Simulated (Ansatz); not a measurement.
**Ba (Im-3m): the Drude term of Re ε in the infrared**

Re ε of Ba (Im-3m) at low photon energies is read from one computed spectrum; the carriers' damping was typed as γ = 0.05 eV.

Cell: a, b, c = 4.341, 4.341, 4.341 Å (primitive vectors), 1 atoms.

Method: Ansatz 0.2.0, r2SCAN, independent particles, k-mesh 12×12×12 with interpolation inside its cells, Gaussian parameter 0.1 eV.

Launch of the response step: `ansatz run input.yaml --threads 4 --pin off --max-ram 8192MiB --backend cpu --events-out ev --progress --plain --runs-dir out`. The run took 56 s, on 4 threads of Intel(R) Xeon(R) Processor @ 2.50GHz (Skylake/Cascade Lake), on a shared host.

```tsv
photon energy E (eV)	wavelength (µm)	Re ε
0.25	4.96	?
0.30	4.13	-63.3
0.35	3.54	-40.5
0.40	3.10	-26.0
0.50	2.48	-11.0
0.60	2.07	-6.1
0.70	1.77	-5.4
```

A Drude term over a constant background gives Re ε = ε_b − ωp²/(E² + γ²), linear in 1/(E² + γ²).

Working, on the rows shown:

| x = 1/(E² + γ²) (eV⁻²) | y = Re ε |
| --- | --- |
| 10.8108 | -63.3 |
| 8 | -40.5 |
| 6.15385 | -26 |
| 3.9604 | -11 |
| 2.75862 | -6.1 |
| 2.03046 | -5.4 |

Means: x̄ = 5.619, ȳ = -25.383. Σ(x − x̄)(y − ȳ) = -383.9, Σ(x − x̄)² = 56.72. Slope = -383.9 / 56.72 = -6.768; intercept = ȳ − slope · x̄ = 12.648. The line misses the rows shown by at most 4.3.

Fill in the last column of the withheld row.

At x = 15.385 the line gives y = -91.48. The run gave -101.6, so the extrapolation is off by 10, 11 % of the range in the table. Beyond its data the fit drifts from the curve.

Refitted with all rows, the slope is -7.38 and the intercept 15.493. These give ωp = √(−slope) = 2.72 eV, against 3.01 eV from the program's Fermi-surface sum, and an intercept of 15.5. Taking the program's Drude term off the rows leaves 38 at the lowest energy and 13 at the highest, so the background isn't constant: interband transitions lie in or near the window, and neither fitted number can be trusted. The cell comes from an older database entry, whose edges can be off by a per cent or so. The values come from a sum over the points of one k-mesh and carry its error, which is largest for Fermi-surface quantities. Spin-orbit coupling is left out.

[Logs are printed without paths, hosts, clocks, repeated set-up lines and the standing remarks that a program may print on its own settings, such as how far it seeks lower states.]
